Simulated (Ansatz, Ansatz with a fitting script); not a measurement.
# PbF2 (Pnma): the order of polymorphs from LDA to RPA

Wanted: the order of polymorphs of PbF2 (Pnma), rung by rung, with cost.

Program: Ansatz 0.2.0. Level of theory: density functionals and EXX+RPA, plane waves. Results are calculated unless marked as measured.

The database entry behind the starting cell differs from later determinations by our own check (about 0.2 % short), so it need not match the best structure at ambient conditions.

In doubt: RPA on norm-conserving files with a d shell is listed as unsure (step 6), so the values of those runs are not to be relied on.

**1. Starting point**

Symmetry: Pnma, No. 62, orthorhombic system. The conventional cell has a = 6.351 Å, b = 3.859 Å, c = 7.615 Å, α = 90.00°, β = 90.00°, γ = 90.00°. Nearest to Pb lie 7 F at 2.44 to 2.64 Å. Nearest to F lie 4 Pb at 2.44 to 2.59 Å. Nearest to F lie 3 Pb at 2.44 to 2.64 Å. Farther neighbours and most contacts between anions are not listed.

The structure was relaxed with r2SCAN+rVV10. The runs that relaxed it are not among those shown. The program's search for lower electronic states was switched off, so nothing shows that the state found is the lowest. Spin-orbit coupling is left out unless a step names it. The default PAW set here is soft_2. Its files were made with PBE; for other functionals the partial waves and projectors stay those of PBE.

**2. Energy LDA (polymorph Pnma)**

This step: DFT, LDA, plane waves, PAW.

File input.yaml:

```yaml
crystal:
  lattice:
    - [6.3514934255, 0.0, 0.0]
    - [0.0, 3.8586751199, 0.0]
    - [0.0, 0.0, 7.6150608197]
  atoms:
    - { symbol: Pb, position: [0.7454103645, 0.75, 0.1081973197] }
    - { symbol: Pb, position: [0.2545896355, 0.25, 0.8918026803] }
    - { symbol: Pb, position: [0.7545896355, 0.25, 0.6081973197] }
    - { symbol: Pb, position: [0.2454103645, 0.75, 0.3918026803] }
    - { symbol: F, position: [0.1403946868, 0.75, 0.0625384193] }
    - { symbol: F, position: [0.8596053132, 0.25, 0.9374615807] }
    - { symbol: F, position: [0.3596053132, 0.25, 0.5625384193] }
    - { symbol: F, position: [0.6403946868, 0.75, 0.4374615807] }
    - { symbol: F, position: [0.531145377, 0.75, 0.8428569557] }
    - { symbol: F, position: [0.468854623, 0.25, 0.1571430443] }
    - { symbol: F, position: [0.968854623, 0.25, 0.3428569557] }
    - { symbol: F, position: [0.031145377, 0.75, 0.6571430443] }
kpoints:
  mp_grid: { grid: [4, 6, 4] }
hamiltonian:
  xc: lda
scf:
  occupations: { method: fixed }
  n_extra_bands: 8
  lower_state_search: "off"
  convergence: { dr2_threshold: 1.0e-09 }
output:
  eigenvalues: true
basis:
  ecutwfc: 650
```

The run is started by

```bash
ansatz run input.yaml --threads 24 --pin off --max-ram 44236MiB --backend cpu --events-out ev --progress --plain --runs-dir out
```

Numbers of over 12 decimals in the logs are rounded to 6 here.

What it wrote:

```text
scf.n_extra_bands = 8 over 56 filled bands (N_el = 112.0): the run solves 64 bands
Engine: ansatz 0.2.0, x86_64-unknown-linux-gnu
Pseudopotentials: kind: paw
Pseudopotential: Pb, paw, valence charge 14, recommended cutoff 420 eV (normal), Pb.paw.azcp
Pseudopotential: F, paw, valence charge 7, recommended cutoff 420 eV (normal), F.paw.azcp
Functional definition: SPW92
  exchange = slater_x
  correlation = pw_c
Crystal: 12 atoms, lattice volume = 186.633 Å³
Basis set: ecut = 650 eV, 6989 PW (Γ)
Bands: 64, of which v1, the nominal top of the filled ones, is band 56 counted from 1 (55 counted from 0)
Symmetry: 8 space group operations
Space group: Pnma (ITA 62), of the structure as read, at distance tolerance 5.7e-5 Å
k-points: 36 of 96
Non-local potential: Pb, projectors of the file, l = 0: 2, l = 1: 2, l = 2: 2, l = 3: 2
Non-local potential: F, projectors of the file, l = 0: 2, l = 1: 2, l = 2: 1
PAW form: soft (Blöchl's): semilocal exchange-correlation on the pseudo side does not see the compensation charge
PAW frozen core: Pb, regenerated for the run's functional, and the local potential with it (the file was generated under x = pbe(κ = 0.804, μ = 0.219515), c = pbe(β = 0.066725))
PAW frozen core: F, regenerated for the run's functional, and the local potential with it (the file was generated under x = pbe(κ = 0.804, μ = 0.219515), c = pbe(β = 0.066725))
PAW one-centre angular grid: Pb, 590 points (default); XC on 64 Gauss nodes
PAW one-centre angular grid: F, 110 points (default); XC on 64 Gauss nodes
Initial density: superposition of atomic densities (neutral atoms: chi_scale 0, normalization atom), corrected by the library's trained network
Initial wavefunctions: pseudopotential atomic-orbital guess
Functional: x = slater, c = lda
SCF iter   1: F=—  HF=-52765.188758 eV  |F-HF|=—  |Δ(HF+E_count)|=         —  Δρ=2.10e-2  dr2=6.38e-1  ethr=1.77e-3  ⟨swp⟩=5.0  Hψ=7568  notcnv=0  defer=207
preconditioner: auto → Resta (q_TF=auto, 2.506 Å⁻¹)  ε∞=4.5  [insulator: Δε(μ)=3.943 eV  Ē_g=15.322 eV  n_scr=44 (ndim 8)  ℏωp=28.8 eV  f_vac=0.029  ε∞_Penn≈4.5]
SCF iter   2: F=—  HF=-52765.034415 eV  |F-HF|=—  |Δ(HF+E_count)|=   1.54e-1  Δρ=6.98e-3  dr2=3.06e-2  ethr=5.70e-4  ⟨swp⟩=2.1  Hψ=4288  notcnv=0  defer=193
SCF iter   3: F=—  HF=-52765.025176 eV  |F-HF|=—  |Δ(HF+E_count)|=   9.24e-3  Δρ=2.28e-3  dr2=5.75e-3  ethr=2.73e-5  ⟨swp⟩=2.0  Hψ=4130  notcnv=0  defer=208
SCF iter   4: F=—  HF=-52765.023223 eV  |F-HF|=—  |Δ(HF+E_count)|=   1.95e-3  Δρ=5.82e-4  dr2=4.96e-4  ethr=5.13e-6  ⟨swp⟩=2.0  Hψ=3687  notcnv=0  defer=210
SCF iter   5: F=—  HF=-52765.023167 eV  |F-HF|=—  |Δ(HF+E_count)|=   5.59e-5  Δρ=3.41e-4  dr2=1.39e-4  ethr=4.43e-7  ⟨swp⟩=2.0  Hψ=4264  notcnv=0  defer=210
SCF iter   6: F=—  HF=-52765.023138 eV  |F-HF|=—  |Δ(HF+E_count)|=   2.92e-5  Δρ=5.32e-5  dr2=3.63e-6  ethr=1.24e-7  ⟨swp⟩=2.0  Hψ=3924  notcnv=0  defer=162
SCF iter   7: F=—  HF=-52765.023364 eV  |F-HF|=—  |Δ(HF+E_count)|=   2.26e-4  Δρ=1.25e-5  dr2=3.58e-7  ethr=3.24e-9  ⟨swp⟩=2.0  Hψ=3173  notcnv=0  defer=132
SCF iter   8: F=—  HF=-52765.023364 eV  |F-HF|=—  |Δ(HF+E_count)|=   2.79e-8  Δρ=2.15e-6  dr2=1.16e-8  ethr=3.20e-10  ⟨swp⟩=2.0  Hψ=3072  notcnv=0  defer=132
SCF iter   9: F=-52765.023364 eV  HF=-52765.023364 eV  |F-HF|=1.02e-10  |Δ(HF+E_count)|=   2.41e-9  Δρ=5.10e-7  dr2=4.18e-10  ethr=1.00e-12  ⟨swp⟩=10.9  Hψ=10298  notcnv=0
SCF 1 converged in 9 iterations: F = -52765.023364 eV  dr2 = 4.18e-10
[...]
SCF converged after 9 iterations
Free energy (F): -52765.023364 eV
Harris-Foulkes:  -52765.023364 eV  (|F-HF|=1.02e-10)
Internal energy: -52765.023364 eV  (E = F + TS)
E sigma→0 (E₀):  -52765.023364 eV
Fermi energy:    6.032847 eV
--- Per-component energies (eV) ---
  E_band       = -394.199672
  E_kinetic    = 2780.022885
  E_local      = -8123.123515  (includes V_loc(G=0)·N_el)
  E_nonlocal   = 2024.874812
  E_hartree    = 3059.974851
  E_xc         = -1502.904052
  E_vxc        = -1343.861000  (∫ρ·V_xc dr)
  E_paw        = -41892.373921  (= ΣΔE_a)
  E_vpaw       = -1852.064376  (= ΣTr[D̂ρ^β])
  E_aug_tail   = 0.002479  (compensation charges beyond the density's cutoff)
  E_ewald      = -9112.092062
  E_core_change = 0.595159  (= ΣΔE_core)
  E_smearing   = -0.000000  (= −TS)
  E_closure    = -0.000000  (closes the sum)
  Σ components = -52765.023364   (vs F -52765.023364, Δ=0.00e0)
--- Band table (eV; the first three rows and the last of 36) ---
  k-point 0: bands = [... 52 lower, 4.2211, 5.6722, 5.7385, 5.7405, 10.1446, 10.8296, 11.5116, 11.6218, ... 4 higher]
  k-point 1: bands = [... 52 lower, 4.2577, 5.3529, 5.7870, 5.8534, 10.3216, 11.1255, 11.2526, 11.7173, ... 4 higher]
  k-point 2: bands = [... 52 lower, 4.8076, 4.8076, 5.8615, 5.8615, 10.7523, 10.7523, 11.8818, 11.8818, ... 4 higher]
  k-point 35: bands = [... 52 lower, 5.5631, 5.5631, 5.5631, 5.5631, 10.7334, 10.7334, 10.7334, 10.7334, ... 4 higher]
```

The job ended after 3.1 s (24 threads of Intel Xeon 6975P-C (Granite Rapids), shared host; peak memory 3.1 GiB).

In the SCF lines HF is the Harris–Foulkes energy and dr2 the Hartree energy of the density residual, in eV; the loop may stop once dr2 is under the threshold and the program's other checks hold. Hψ counts applications of the Hamiltonian.

Total energy -52765.0234 eV.

**3. Energy r2SCAN (polymorph Pnma)**

The meta-GGA depends on the orbitals through the kinetic-energy density, which usually opens the gap somewhat.

This step: DFT, r2SCAN, plane waves, PAW.

input.yaml: that of step 2 with these lines changed.

```diff
@@ -21,3 +21,3 @@
 hamiltonian:
-  xc: lda
+  xc: r2scan
 scf:
```

What it wrote:

```text
[...]
Crystal: 12 atoms, lattice volume = 186.633 Å³
Basis set: ecut = 650 eV, 6989 PW (Γ), exchange–correlation on 216×144×256 points (64 copies of the dense FFT grid, shifted against one another)
Bands: 64, of which v1, the nominal top of the filled ones, is band 56 counted from 1 (55 counted from 0)
Symmetry: 8 space group operations
[...]
k-points: 36 of 96
[...]
--- Band table (eV; the first three rows and the last of 36) ---
  k-point 0: bands = [... 52 lower, 4.0992, 5.7399, 5.8206, 5.8247, 10.8201, 11.5651, 12.2400, 12.3538, ... 4 higher]
  k-point 1: bands = [... 52 lower, 4.1843, 5.3933, 5.8701, 5.9449, 10.9986, 11.8707, 11.9658, 12.4625, ... 4 higher]
  k-point 2: bands = [... 52 lower, 4.7988, 4.7988, 5.9493, 5.9493, 11.4421, 11.4421, 12.6574, 12.6574, ... 4 higher]
  k-point 35: bands = [... 52 lower, 5.6476, 5.6476, 5.6476, 5.6476, 11.4483, 11.4483, 11.4483, 11.4483, ... 4 higher]
[key lines of the parts left out:]
SCF converged after 10 iterations
Free energy (F): -54168.977361 eV
Fermi energy:    6.116905 eV
```

It took 3.8 s on 24 threads; peak memory 3.8 GiB; 74 s of CPU time.

Total energy -54168.9774 eV.

**4. Energy r2SCAN+rVV10 (polymorph Pnma)**

This step: DFT, r2SCAN with rVV10, plane waves, PAW.

input.yaml: that of step 3 with these lines changed.

```diff
@@ -22,2 +22,3 @@
   xc: r2scan
+  dispersion: rvv10
 scf:
```

What it wrote:

```text
[...]
Crystal: 12 atoms, lattice volume = 186.633 Å³
Basis set: ecut = 650 eV, 6989 PW (Γ), exchange–correlation on 240×144×288 points (64 copies of the dense FFT grid, shifted against one another)
Bands: 64, of which v1, the nominal top of the filled ones, is band 56 counted from 1 (55 counted from 0)
Symmetry: 8 space group operations
[...]
k-points: 36 of 96
[...]
--- Band table (eV; the first three rows and the last of 36) ---
  k-point 0: bands = [... 52 lower, 4.0800, 5.7260, 5.8061, 5.8072, 10.7563, 11.4991, 12.1828, 12.2904, ... 4 higher]
  k-point 1: bands = [... 52 lower, 4.1646, 5.3769, 5.8557, 5.9294, 10.9357, 11.8066, 11.9071, 12.3997, ... 4 higher]
  k-point 2: bands = [... 52 lower, 4.7805, 4.7805, 5.9346, 5.9346, 11.3809, 11.3809, 12.5977, 12.5977, ... 4 higher]
  k-point 35: bands = [... 52 lower, 5.6328, 5.6328, 5.6328, 5.6328, 11.3883, 11.3883, 11.3883, 11.3883, ... 4 higher]
[key lines of the parts left out:]
SCF converged after 10 iterations
Free energy (F): -54153.218895 eV
Fermi energy:    6.103055 eV
```

Elapsed: 7.5 s, on 24 threads; peak memory 4 GiB.

Total energy -54153.2189 eV.

**5. Energy r2SCAN-D4 (polymorph Pnma)**

This step: DFT, r2SCAN with D4 dispersion, plane waves, PAW.

input.yaml: that of step 4 with these lines changed.

```diff
@@ -22,3 +22,3 @@
   xc: r2scan
-  dispersion: rvv10
+  dispersion: d4
 scf:
```

What it wrote:

```text
[...]
Crystal: 12 atoms, lattice volume = 186.633 Å³
Basis set: ecut = 650 eV, 6989 PW (Γ), exchange–correlation on 216×144×256 points (64 copies of the dense FFT grid, shifted against one another)
Bands: 64, of which v1, the nominal top of the filled ones, is band 56 counted from 1 (55 counted from 0)
Symmetry: 8 space group operations
[...]
k-points: 36 of 96
[...]
--- Band table (eV; the first three rows and the last of 36) ---
  k-point 0: bands = [... 52 lower, 4.0992, 5.7399, 5.8206, 5.8247, 10.8201, 11.5651, 12.2400, 12.3538, ... 4 higher]
  k-point 1: bands = [... 52 lower, 4.1843, 5.3933, 5.8701, 5.9449, 10.9986, 11.8707, 11.9658, 12.4625, ... 4 higher]
  k-point 2: bands = [... 52 lower, 4.7988, 4.7988, 5.9493, 5.9493, 11.4421, 11.4421, 12.6574, 12.6574, ... 4 higher]
  k-point 35: bands = [... 52 lower, 5.6476, 5.6476, 5.6476, 5.6476, 11.4483, 11.4483, 11.4483, 11.4483, ... 4 higher]
[key lines of the parts left out:]
SCF converged after 10 iterations
Free energy (F): -54169.835121 eV
Fermi energy:    6.116905 eV
```

It took 4.5 s on 24 threads; peak memory 3.8 GiB.

Total energy -54169.8351 eV.

**6. Energy RPA (polymorph Pnma)**

The RPA correlation energy is summed at several response cutoffs, since it converges slowly from above.

This step: EXX+RPA on LDA, plane waves, norm-conserving pseudopotentials.

input.yaml: that of step 5 with these lines changed.

```diff
@@ -19,9 +19,8 @@
 kpoints:
-  mp_grid: { grid: [4, 6, 4] }
+  mp_grid: { grid: [2, 4, 2] }
 hamiltonian:
-  xc: r2scan
-  dispersion: d4
+  xc: lda
+  pseudopotentials: { kind: nc, xc_functional: pbe }
 scf:
   occupations: { method: fixed }
-  n_extra_bands: 8
   lower_state_search: "off"
@@ -29,4 +28,8 @@
 output:
-  eigenvalues: true
+  rpa_energy:
+    ecut_chi_ladder: [156, 182, 208, 234, 260]
+    long_wavelength: optical_limit
+    n_empty_bands: 628
 basis:
-  ecutwfc: 650
+  ecutwfc: 1320.0
+  xc_grid: 3
```

What it wrote:

```text
[...]
Crystal: 12 atoms, lattice volume = 186.633 Å³
Basis set: ecut = 1320 eV, 20339 PW (Γ), exchange–correlation on 240×144×288 points (27 copies of the dense FFT grid, shifted against one another)
Bands: 68, of which v1, the nominal top of the filled ones, is band 56 counted from 1 (55 counted from 0)
Symmetry: 8 space group operations
[...]
k-points: 12 of 16
[...]
SCF iter   1: F=—  HF=-14443.065340 eV  |F-HF|=—  |Δ(HF+E_count)|=         —  Δρ=1.22e-1  dr2=1.98e1  ethr=3.10e-3  ⟨swp⟩=10.8  Hψ=5289  notcnv=0  defer=124
[...]
SCF iter  11: F=-14437.252225 eV  HF=-14437.252225 eV  |F-HF|=5.82e-11  |Δ(HF+E_count)|=  1.24e-10  Δρ=2.34e-7  dr2=9.28e-11  ethr=1.00e-12  ⟨swp⟩=32.2  Hψ=9562  notcnv=0
SCF 1 converged in 11 iterations: F = -14437.252225 eV  dr2 = 9.28e-11
NSCF: frozen V_eff on 12 k-points
EXX+RPA screening: q 1/12 (q-point 3)
EXX+RPA screening: q 2/12 (q-point 4)
EXX+RPA screening: q 3/12 (q-point 9)
EXX+RPA screening: q 4/12 (q-point 10)
EXX+RPA screening: q 5/12 (q-point 2)
EXX+RPA screening: q 6/12 (q-point 5)
EXX+RPA screening: q 7/12 (q-point 6)
EXX+RPA screening: q 8/12 (q-point 7)
EXX+RPA screening: q 9/12 (q-point 8)
EXX+RPA screening: q 10/12 (q-point 11)
EXX+RPA screening: q 11/12 (q-point 12)
EXX+RPA screening: q 12/12 (q-point 1)
SCF converged after 11 iterations
Free energy (F): -14437.252225 eV
[...]
Internal energy: -14437.252225 eV  (E = F + TS)
E sigma→0 (E₀):  -14437.252225 eV
Fermi energy:    6.292954 eV
[...]
--- Band table (eV; the first three rows and the last of 12) ---
  k-point 0: bands = [... 52 lower, 4.5497, 6.0070, 6.0752, 6.0773, 10.4308, 11.1167, 11.8215, 11.9118, ... 8 higher]
  k-point 1: bands = [... 52 lower, 5.1335, 5.1335, 6.2000, 6.2000, 11.0502, 11.0502, 12.1787, 12.1787, ... 8 higher]
  k-point 2: bands = [... 52 lower, 5.1678, 5.8202, 5.8497, 6.2930, 11.0421, 11.6584, 12.0343, 12.1410, ... 8 higher]
  k-point 11: bands = [... 52 lower, 5.8980, 5.8980, 5.8980, 5.8980, 11.0201, 11.0201, 11.0201, 11.0201, ... 8 higher]
--- EXX+RPA: 2×4×2 mesh (12 irreducible q, 160/192 k–q pairs), 684 bands' worth read of 689 solved (the sum completed by the states above those read; Γ's head and wings end at those read), 56 occupied, 13 frequency nodes, the response taken to reach 1146.7 eV, pair-density box ratio 4, q→0 included in E_x (Coulomb truncated on the Wigner–Seitz cell) and E_c (k·p head, wings) ---
  smallest occupied→empty transition 4.138e0 eV, smallest direct gap 4.354e0 eV
  indirect gap at most 4.138e0 eV, over 12 k-points of the mesh
  E_x                     =     -1534.601953 eV
  E_xc[n_v+n_c], E_xc[n_v] =     -4785.331827, -1777.153618 eV (parent functional, the pass's orbitals; any nonlocal part keeps n_c)
  E_c ladder  E_cut^χ (eV)   ⟨N_G⟩      E_cut^sphere (eV)      E_c (eV)
                  156.00      824.8            155.88       -140.074013
                  182.00     1039.9            181.93       -147.974028
                  208.00     1270.9            207.96       -154.383431
                  234.00     1515.1            233.80       -159.634754
                  260.00     1773.6            259.69       -164.008752
  E_c(E_cut→∞)            =      -183.954177 ± 1.342339 eV  (E_cut^-3/2 fit over 5 rungs)
  S(q), 6 of 11 wave vectors   |q| (1/Å)       S_0(q)   S_0 (bands read)   S_RPA(q)   (top rung; structure_factors; the frequency nodes sum S_0 to within 2.8e-4)
    ( 0.0000,  0.2500,  0.0000)    0.40708     0.032041           0.029298   0.018349
    ( 0.0000,  0.0000,  0.5000)    0.41255     0.032654           0.029833   0.018759
    ( 0.5000,  0.0000,  0.0000)    0.49462     0.046122           0.042091   0.026818
    ( 0.0000,  0.2500,  0.5000)    0.57958     0.061709           0.056206   0.036476
    ( 0.5000,  0.2500,  0.0000)    0.64060     0.073709           0.067022   0.044148
    ( 0.5000,  0.0000,  0.5000)    0.64409     0.074747           0.067984   0.044684
  core–valence xc dropped  : E_EXX =    -11186.522352 eV   E_EXX+RPA =    -11370.476529 eV
  core–valence xc semilocal: E_EXX =    -14194.700560 eV   E_EXX+RPA =    -14378.654738 eV
```

Wall time 11 min (24 threads); peak memory 22 GiB.

This step gave:

- exact exchange energy: -1534.6020 eV
- RPA correlation energy: -183.9542 eV

Extrapolated from these cutoffs, the correlation energy is -15.33 eV per atom (fit error 0.11); such a limit moves with the range of cutoffs.

RPA ladder, by row:

```tsv
response cutoff (eV)	mean plane waves	sphere-equivalent cutoff (eV)	correlation energy (eV)
156	824.8	155.9	-140.1
182	1040	181.9	-148
208	1271	208	-154.4
234	1515	233.8	-159.6
260	1774	259.7	-164
```

(Continued in part 2 of 2.)

[Paths, hosts, dates, memory and timing lines, banners, echoed tables and standing remarks are left out of the program output.]

[Logs are printed without paths, hosts, clocks, repeated set-up lines and the standing remarks that a program may print on its own settings, such as how far it seeks lower states.]

[Runs of the session that timed out or met a known fault of the program may be left out.]

[Hosts, paths, dates, database ids (printed as entryN), source tags and the programs' standing remarks are cut or masked in the printed files.]
